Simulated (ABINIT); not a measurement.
# Quasiparticle gap of InP (F-43m) in ABINIT, part 2 of 3

Aim: the G0W0 gap of InP (F-43m) on PBE, step by step.

ABINIT 10.8.3; PBE and many-body steps on it, plane waves. Known limits of the many-body steps: not at the basis limit; exchange with frozen shells missing; mesh may overstate the screening; no spin-orbit coupling; coarse k mesh.

So far. Step 2 (Ground state): The gap is direct, at Γ.

The database entry behind the starting cell differs from later determinations by our own check (0.1 to 0.3 % short, probably kX units), so it need not match the best structure at ambient conditions.

## 3. Bands along the symmetry lines

Level of this step: DFT, PBE, plane waves, norm-conserving pseudopotentials (ABINIT).

The cheap functional maps the bands first; the places of the edges decide which points the dearer methods must see.

run.abi reads:

```
acell 3*1.0 Angstrom
rprim 
  -0.000000000000 2.930500000000 2.930500000000
  2.930500000000 -0.000000000000 2.930500000000
  2.930500000000 2.930500000000 -0.000000000000
ntypat 2
znucl 49 15
natom 2
typat 1 2
xred 
  0.000000000000 0.000000000000 0.000000000000
  0.250000000000 0.250000000000 0.250000000000
pp_dirpath "pseudos"
pseudos "In.upf, P.upf"
ecut 31
iscf -2
irdden 1
kptopt 0
nkpt 50
kpt 
  0.00000000 0.00000000 0.00000000
  -0.06250000 -0.06250000 0.00000000
  -0.12500000 -0.12500000 0.00000000
  -0.18750000 -0.18750000 0.00000000
  -0.25000000 -0.25000000 0.00000000
  -0.31250000 -0.31250000 0.00000000
  -0.37500000 -0.37500000 0.00000000
  -0.43750000 -0.43750000 0.00000000
  -0.50000000 -0.50000000 0.00000000
  -0.48437500 -0.48437500 0.03125000
  -0.46875000 -0.46875000 0.06250000
  -0.45312500 -0.45312500 0.09375000
  -0.43750000 -0.43750000 0.12500000
  -0.42187500 -0.42187500 0.15625000
  -0.40625000 -0.40625000 0.18750000
  -0.39062500 -0.39062500 0.21875000
  -0.37500000 -0.37500000 0.25000000
  -0.37500000 0.00000000 0.37500000
  -0.32812500 0.00000000 0.32812500
  -0.28125000 0.00000000 0.28125000
  -0.23437500 0.00000000 0.23437500
  -0.18750000 0.00000000 0.18750000
  -0.14062500 0.00000000 0.14062500
  -0.09375000 0.00000000 0.09375000
  -0.04687500 0.00000000 0.04687500
  0.00000000 0.00000000 0.00000000
  0.00000000 0.00000000 0.06250000
  0.00000000 0.00000000 0.12500000
  0.00000000 0.00000000 0.18750000
  0.00000000 0.00000000 0.25000000
  0.00000000 0.00000000 0.31250000
  0.00000000 0.00000000 0.37500000
  0.00000000 0.00000000 0.43750000
  -0.00000000 -0.00000000 0.50000000
  -0.06250000 -0.03125000 0.46875000
  -0.12500000 -0.06250000 0.43750000
  -0.18750000 -0.09375000 0.40625000
  -0.25000000 -0.12500000 0.37500000
  -0.31250000 -0.15625000 0.34375000
  -0.37500000 -0.18750000 0.31250000
  -0.43750000 -0.21875000 0.28125000
  -0.50000000 -0.25000000 0.25000000
  -0.50000000 -0.28125000 0.21875000
  -0.50000000 -0.31250000 0.18750000
  -0.50000000 -0.34375000 0.15625000
  -0.50000000 -0.37500000 0.12500000
  -0.50000000 -0.40625000 0.09375000
  -0.50000000 -0.43750000 0.06250000
  -0.50000000 -0.46875000 0.03125000
  -0.50000000 -0.50000000 0.00000000
istwfk *1
nband 16
nbdbuf 2
tolwfr 1e-08
nstep 40
prtwf 0
prtvol 0
indata_prefix "in"
outdata_prefix "out"
tmpdata_prefix "tmp"
```

Launch:

```console
> OMP_NUM_THREADS=1 mpirun -n 4 abinit run.abi > log
```

Numbers of over 12 decimals in the logs are rounded to 6 here.

Log:

```text
.Version 10.8.3 of ABINIT. v10.8.2 released Aug 2026.

 Symmetries : space group F-4 3 m (#216); Bravais cF (face-center cubic)
[... echo of the input left out ...]
== DATASET  1 ==================================================================
-   mpi_nproc: 4, omp_nthreads: 1 (-1 if OMP is not activated)

--- !DatasetInfo
iteration_state: {dtset: 1, }
dimensions: {natom: 2, nkpt: 50, mband: 16, nsppol: 1, nspinor: 1, nspden: 1, mpw: 2826, }
cutoff_energies: {ecut:  31.0, pawecutdg:  -1.0, }
electrons: {nelect:   1.80000000E+01, charge:   0.00000000E+00, occopt:   1.00000000E+00, tsmear:   1.00000000E-02, }

 Real(R)+Recip(G) space primitive vectors, cartesian coordinates (Bohr,Bohr^-1):
 R(1)=  0.0000000  5.5378424  5.5378424  G(1)= -0.0902879  0.0902879  0.0902879
 R(2)=  5.5378424  0.0000000  5.5378424  G(2)=  0.0902879 -0.0902879  0.0902879
 R(3)=  5.5378424  5.5378424  0.0000000  G(3)=  0.0902879  0.0902879 -0.0902879
 Unit cell volume ucvol=  3.3966576E+02 bohr^3
 Angles (23,13,12)=  6.00000000E+01  6.00000000E+01  6.00000000E+01 degrees

 getcut: wavevector=  0.0000  0.0000  0.0000  ngfft=  40  40  40
         ecut(hartree)=     31.000   => boxcut(ratio)=   2.03779

--- Pseudopotential description ------------------------------------------------
- In Generated using ONCVPSP code by D. R. Hamann
- 49.00000  13.00000  171031                  znucl, zion, pspdat
12 -101130 2 -1 1964                          pspcod,pspxc,lmax,lloc,mmax
     nproj     2     2     2
  pspatm : epsatm=   25.32675051
         --- l  ekb(1:nproj) -->
             0   12.954319    1.927713
             1    5.974470    1.008552
             2   -4.045051   -1.239133
 pspatm: atomic psp has been read  and splines computed

- P Generated using ONCVPSP code by D. R. Hamann
- 15.00000   5.00000  171031                  znucl, zion, pspdat
12 -101130 2 -1 1298                          pspcod,pspxc,lmax,lloc,mmax
     nproj     2     2     2
  pspatm : epsatm=    8.05910421
         --- l  ekb(1:nproj) -->
[...]
pspatm: atomic psp has been read  and splines computed

--------------------------------------------------------------------------------

================================================================================
 prteigrs : about to open file out_EIG
 Non-SCF case, kpt    1 (  0.00000  0.00000  0.00000), residuals and eigenvalues=
  2.29E-09  2.57E-09  6.15E-09  4.64E-09  7.20E-09  8.98E-09  1.79E-09  2.72E-09
  7.19E-09  9.04E-09  6.70E-10  7.20E-09  5.55E-09  3.10E-09  4.87E-06  2.16E-05
 -3.5918E-01 -3.5918E-01 -3.5918E-01 -3.5371E-01 -3.5371E-01 -2.5890E-01
  1.6440E-01  1.6440E-01  1.6440E-01  1.9047E-01  3.1464E-01  3.1464E-01
  3.1464E-01  4.7994E-01  5.1030E-01  5.1032E-01
 Non-SCF case, kpt    2 ( -0.06250 -0.06250  0.00000), residuals and eigenvalues=
  6.58E-09  2.51E-09  7.56E-09  4.47E-09  5.68E-09  1.96E-09  9.21E-09  1.51E-09
[...]
-3.5949E-01 -3.5904E-01 -3.5904E-01 -3.5377E-01 -3.5366E-01 -2.5670E-01
[...]
3.2209E-01  4.8684E-01  4.9299E-01  5.1167E-01
 Non-SCF case, kpt    3 ( -0.12500 -0.12500  0.00000), residuals and eigenvalues=
[...]
3.4156E-01  4.5110E-01  5.1572E-01  5.2367E-01
[...]
Non-SCF case, kpt   49 ( -0.50000 -0.46875  0.03125), residuals and eigenvalues=
[...]
Non-SCF case, kpt   50 ( -0.50000 -0.50000  0.00000), residuals and eigenvalues=
[...]
-3.6586E-01 -3.5557E-01 -3.5537E-01 -3.5537E-01 -3.5243E-01 -1.7177E-01
 -4.7053E-02  7.9159E-02  7.9159E-02  2.2910E-01  2.4757E-01  5.0380E-01
[...]
--- !ResultsGS
iteration_state: {dtset: 1, }
comment   : Summary of ground state results
lattice_vectors:
- [ -0.0000000,   5.5378424,   5.5378424, ]
- [  5.5378424,  -0.0000000,   5.5378424, ]
- [  5.5378424,   5.5378424,  -0.0000000, ]
lattice_lengths: [   7.83169,    7.83169,    7.83169, ]
lattice_angles: [ 60.000,  60.000,  60.000, ] # degrees, (23, 13, 12)
lattice_volume:   3.3966576E+02
convergence: {deltae:  0.000E+00, res2:  0.000E+00, residm:  9.984E-09, diffor:  0.000E+00, }
etotal    :  -7.33929214E+01
entropy   :   0.00000000E+00
fermie    :   1.64403255E-01
cartesian_stress_tensor: null
pressure_GPa: null
xred      :
- [  0.0000E+00,   0.0000E+00,   0.0000E+00, In]
- [  2.5000E-01,   2.5000E-01,   2.5000E-01,  P]
cartesian_forces: null
force_length_stats: {min: null, max: null, mean: null, }

 Integrated electronic density in atomic spheres:
 ------------------------------------------------
 Atom  Sphere_radius  Integrated_density
[...]
================================================================================

 ----iterations are completed or convergence reached----

 Mean square residual over all n,k,spin=   60.673E-10; max=  99.845E-10
 reduced coordinates (array xred) for    2 atoms
       0.000000000000      0.000000000000      0.000000000000
       0.250000000000      0.250000000000      0.250000000000

 cartesian coordinates (angstrom) at end:
    1      0.000000     0.000000     0.000000
    2      1.465250     1.465250     1.465250
 length scales=  1.889726125908  1.889726125908  1.889726125908 bohr
              =  1.000000000000  1.000000000000  1.000000000000 angstroms
 prteigrs : about to open file out_EIG
 Eigenvalues (hartree) for nkpt=  50  k points:
 kpt#   1, nband= 16, wtk=  1.00000, kpt=  0.0000  0.0000  0.0000 (reduced coord)
[...]
kpt#   2, nband= 16, wtk=  1.00000, kpt= -0.0625 -0.0625  0.0000 (reduced coord)
[...]
kpt#   3, nband= 16, wtk=  1.00000, kpt= -0.1250 -0.1250  0.0000 (reduced coord)
[...]
kpt#  49, nband= 16, wtk=  1.00000, kpt= -0.5000 -0.4687  0.0313 (reduced coord)
[...]
kpt#  50, nband= 16, wtk=  1.00000, kpt= -0.5000 -0.5000  0.0000 (reduced coord)
  -0.36586   -0.35557   -0.35537   -0.35537   -0.35243   -0.17177   -0.04705    0.07916
   0.07916    0.22910    0.24757    0.50380    0.51644    0.51644    0.56134    0.59842

== END DATASET(S) ==============================================================
================================================================================

 -outvars: echo values of variables after computation  --------
            nband          16
             nkpt          50
          spgroup         216
 [... the other variables as echoed above ...]

 Calculation completed.
```

Run time: 14 s. Hardware: 4 MPI ranks of Arm Neoverse V1, shared host; peak memory 0.27 GiB.

Numbers from this step:

- gap: 0.7094 eV
- k of the valence top: 0, 0, 0
- k of the conduction bottom: 0, 0, 0
- least direct gap: 0.7094 eV

The gap is 0.709 eV, as in the run before at this level.

The electronic bands at the labelled points (eV, zero at the top of the highest filled band):

| point | band 6 | band 7 | band 8 | band 9 | band 10 | band 11 | band 12 | band 13 |
| --- | --- | --- | --- | --- | --- | --- | --- | --- |
| Γ | -11.52 | 0.00 | 0.00 | 0.00 | 0.71 | 4.09 | 4.09 | 4.09 |
| halfway | -10.62 | -3.34 | -1.41 | -1.41 | 2.48 | 3.14 | 6.38 | 6.38 |
| X | -9.15 | -5.75 | -2.32 | -2.32 | 1.76 | 2.26 | 9.24 | 9.58 |
| halfway | -9.13 | -5.71 | -2.75 | -2.22 | 2.04 | 2.87 | 8.41 | 8.71 |
| U | -9.16 | -5.61 | -3.30 | -1.94 | 2.36 | 4.39 | 7.52 | 7.55 |
| jump to K | -9.16 | -5.61 | -3.30 | -1.94 | 2.36 | 4.39 | 7.52 | 7.55 |
| halfway | -10.53 | -3.80 | -2.01 | -0.57 | 2.84 | 4.69 | 4.99 | 5.22 |
| Γ | -11.52 | 0.00 | 0.00 | 0.00 | 0.71 | 4.09 | 4.09 | 4.09 |
| halfway | -10.84 | -3.44 | -0.56 | -0.56 | 1.79 | 4.79 | 4.79 | 5.33 |
| L | -9.80 | -5.73 | -0.97 | -0.97 | 1.50 | 4.80 | 4.80 | 7.12 |
| halfway | -9.48 | -5.55 | -2.69 | -1.63 | 3.17 | 4.19 | 5.89 | 7.23 |
| W | -9.07 | -5.60 | -2.95 | -2.91 | 4.30 | 4.38 | 5.57 | 6.21 |
| halfway | -9.11 | -5.68 | -2.65 | -2.64 | 2.69 | 3.10 | 7.66 | 7.75 |
| X | -9.15 | -5.75 | -2.32 | -2.32 | 1.76 | 2.26 | 9.24 | 9.58 |

The electronic bands as a text plot (rows in eV, shown from -8.0 to 6.7 only):

```
    6.4 |     ++            ++                 +         ++++
    5.8 |    +              ++               ++      ++++ ++
    5.2 |                  ++++++++         +     +++    +
    4.6 | +++             +     ++++++   +++++++++++++  +++
    4.0 |++              +       ++++++++++           ++++ ++
    3.3 |  ++ ++        +                             ++    ++
    2.7 |    ++++++    +   ++++++++                  +       +++
    2.1 |  ++   +++++++++++        ++      +        +         +++
    1.5 | +        +++               +   ++ ++++++++
    0.9 |+                            +++
    0.3 |*                           ***
   -0.3 | ***                   ******  *****
   -1.0 | *  *                **   ***       ********
   -1.6 |  ** ****         ***   ****    **         ***
   -2.2 |    *    *********     *                    * **      **
   -2.8 |              **     ** **        *          ** ******
   -3.4 |     **         *****              *           **
   -4.0 |       **              *            **
   -4.6 |                     **
   -5.2 |         ***      ***                 **     ***
   -5.9 |            ******                      *****   ********
   -6.5 |
   -7.1 |
   -7.7 |
         Γ           X  U|K            Γ         L        W     X
```

## 4. Empty states on the mesh, 4×4×4 mesh, 33 bands

The sums over transitions need many empty states on a uniform mesh; this step solves for them.

run.abi reads:

```
acell 3*1.0 Angstrom
rprim 
  -0.000000000000 2.930500000000 2.930500000000
  2.930500000000 -0.000000000000 2.930500000000
  2.930500000000 2.930500000000 -0.000000000000
ntypat 2
znucl 49 15
natom 2
typat 1 2
xred 
  0.000000000000 0.000000000000 0.000000000000
  0.250000000000 0.250000000000 0.250000000000
pp_dirpath "pseudos"
pseudos "In.upf, P.upf"
ecut 31
ngkpt 4 4 4
nshiftk 1
shiftk 0 0 0
kptopt 1
chksymbreak 0
iscf -2
irdden 1
istwfk *1
nband 33
nbdbuf 4
tolwfr 1e-09
nstep 60
prtvol 0
indata_prefix "in"
outdata_prefix "out"
tmpdata_prefix "tmp"
```

Log:

```text
.Version 10.8.3 of ABINIT. v10.8.2 released Aug 2026.

 Symmetries : space group F-4 3 m (#216); Bravais cF (face-center cubic)
[... echo of the input left out ...]
== DATASET  1 ==================================================================
-   mpi_nproc: 4, omp_nthreads: 1 (-1 if OMP is not activated)

--- !DatasetInfo
iteration_state: {dtset: 1, }
dimensions: {natom: 2, nkpt: 8, mband: 33, nsppol: 1, nspinor: 1, nspden: 1, mpw: 2826, }
cutoff_energies: {ecut:  31.0, pawecutdg:  -1.0, }
electrons: {nelect:   1.80000000E+01, charge:   0.00000000E+00, occopt:   1.00000000E+00, tsmear:   1.00000000E-02, }

 Real(R)+Recip(G) space primitive vectors, cartesian coordinates (Bohr,Bohr^-1):
 R(1)=  0.0000000  5.5378424  5.5378424  G(1)= -0.0902879  0.0902879  0.0902879
 R(2)=  5.5378424  0.0000000  5.5378424  G(2)=  0.0902879 -0.0902879  0.0902879
 R(3)=  5.5378424  5.5378424  0.0000000  G(3)=  0.0902879  0.0902879 -0.0902879
 Unit cell volume ucvol=  3.3966576E+02 bohr^3
 Angles (23,13,12)=  6.00000000E+01  6.00000000E+01  6.00000000E+01 degrees

 getcut: wavevector=  0.0000  0.0000  0.0000  ngfft=  40  40  40
         ecut(hartree)=     31.000   => boxcut(ratio)=   2.03779

--- Pseudopotential description ------------------------------------------------
- In Generated using ONCVPSP code by D. R. Hamann
- 49.00000  13.00000  171031                  znucl, zion, pspdat
12 -101130 2 -1 1964                          pspcod,pspxc,lmax,lloc,mmax
     nproj     2     2     2
  pspatm : epsatm=   25.32675051
         --- l  ekb(1:nproj) -->
             0   12.954319    1.927713
             1    5.974470    1.008552
             2   -4.045051   -1.239133
 pspatm: atomic psp has been read  and splines computed

- P Generated using ONCVPSP code by D. R. Hamann
- 15.00000   5.00000  171031                  znucl, zion, pspdat
12 -101130 2 -1 1298                          pspcod,pspxc,lmax,lloc,mmax
     nproj     2     2     2
  pspatm : epsatm=    8.05910421
         --- l  ekb(1:nproj) -->
[...]
pspatm: atomic psp has been read  and splines computed

--------------------------------------------------------------------------------

================================================================================
 prteigrs : about to open file out_EIG
 Non-SCF case, kpt    1 (  0.00000  0.00000  0.00000), residuals and eigenvalues=
  9.34E-11  1.06E-10  4.67E-10  1.59E-10  2.57E-10  3.94E-10  1.94E-10  2.40E-10
  4.98E-10  9.58E-10  1.00E-10  2.32E-10  6.77E-10  6.38E-10  5.18E-10  9.33E-10
  2.16E-10  2.55E-10  4.21E-10  5.76E-10  4.13E-10  3.04E-10  7.09E-10  2.87E-10
[...]
1.10E-04
 -3.5918E-01 -3.5918E-01 -3.5918E-01 -3.5371E-01 -3.5371E-01 -2.5890E-01
  1.6440E-01  1.6440E-01  1.6440E-01  1.9047E-01  3.1464E-01  3.1464E-01
  3.1464E-01  4.7994E-01  5.1030E-01  5.1030E-01  5.7734E-01  5.7734E-01
  5.7734E-01  6.7626E-01  9.6075E-01  9.6075E-01  9.6075E-01  1.0509E+00
  1.0509E+00  1.0509E+00  1.0723E+00  1.0723E+00  1.0726E+00  1.0726E+00
[...]
prteigrs : prtvol=0 or 1, do not print more k-points.

--- !ResultsGS
iteration_state: {dtset: 1, }
comment   : Summary of ground state results
lattice_vectors:
- [ -0.0000000,   5.5378424,   5.5378424, ]
- [  5.5378424,  -0.0000000,   5.5378424, ]
- [  5.5378424,   5.5378424,  -0.0000000, ]
lattice_lengths: [   7.83169,    7.83169,    7.83169, ]
lattice_angles: [ 60.000,  60.000,  60.000, ] # degrees, (23, 13, 12)
lattice_volume:   3.3966576E+02
convergence: {deltae:  0.000E+00, res2:  0.000E+00, residm:  9.911E-10, diffor:  0.000E+00, }
etotal    :  -7.33929214E+01
entropy   :   0.00000000E+00
fermie    :   1.64403255E-01
cartesian_stress_tensor: null
pressure_GPa: null
xred      :
- [  0.0000E+00,   0.0000E+00,   0.0000E+00, In]
- [  2.5000E-01,   2.5000E-01,   2.5000E-01,  P]
cartesian_forces: null
force_length_stats: {min: null, max: null, mean: null, }

 Integrated electronic density in atomic spheres:
 ------------------------------------------------
 Atom  Sphere_radius  Integrated_density
[...]
================================================================================

 ----iterations are completed or convergence reached----

 Mean square residual over all n,k,spin=   57.869E-11; max=  99.106E-11
 reduced coordinates (array xred) for    2 atoms
       0.000000000000      0.000000000000      0.000000000000
       0.250000000000      0.250000000000      0.250000000000

 cartesian coordinates (angstrom) at end:
    1      0.000000     0.000000     0.000000
    2      1.465250     1.465250     1.465250
 length scales=  1.889726125908  1.889726125908  1.889726125908 bohr
              =  1.000000000000  1.000000000000  1.000000000000 angstroms
 prteigrs : about to open file out_EIG
 Eigenvalues (hartree) for nkpt=   8  k points:
 kpt#   1, nband= 33, wtk=  0.01563, kpt=  0.0000  0.0000  0.0000 (reduced coord)
[...]
0.57734    0.57734    0.57734    0.67626    0.96075    0.96075    0.96075    1.05086
   1.05086    1.05086    1.07230    1.07230    1.07263    1.07263    1.07263    1.20224
   1.38660
 prteigrs : prtvol=0 or 1, do not print more k-points.

== END DATASET(S) ==============================================================
================================================================================

 -outvars: echo values of variables after computation  --------
            nband          33
             nkpt           8
          spgroup         216
 [... the other variables as echoed above ...]

 Calculation completed.
```

Elapsed: 10 s, on 4 MPI ranks; peak memory 0.25 GiB; 40 s of CPU time.

Numbers from this step:

| Item | Value |
| --- | --- |
| gap | 0.7094 eV |
| k of the valence top | 0, 0, 0 |
| k of the conduction bottom | 0, 0, 0 |
| least direct gap | 0.7094 eV |
| k points computed | 8 |
| lowest point of the top converged band, above the valence top | 24.50 eV |

On this mesh the gap is 0.709 eV.

(Continued in part 3 of 3.)

[Paths, hosts, dates, memory and timing lines, banners, echoed tables and standing remarks are left out of the program output.]

[Logs are printed without paths, hosts, clocks, repeated set-up lines and the standing remarks that a program may print on its own settings, such as how far it seeks lower states.]

[Runs of the session that timed out or met a known fault of the program may be left out.]

[Hosts, paths, dates, database ids (printed as entryN), source tags and the programs' standing remarks are cut or masked in the printed files.]

[G0W0 gaps are taken among the corrected bands and points alone; a level outside them can change the order at an edge.]

[Where Ansatz stands beside ABINIT at settings called matched, ABINIT's density can come from a denser mesh and the files from another edition; pairs whose starting gaps differed by over 0.03 eV were left out, so agreement reads better than it is.]
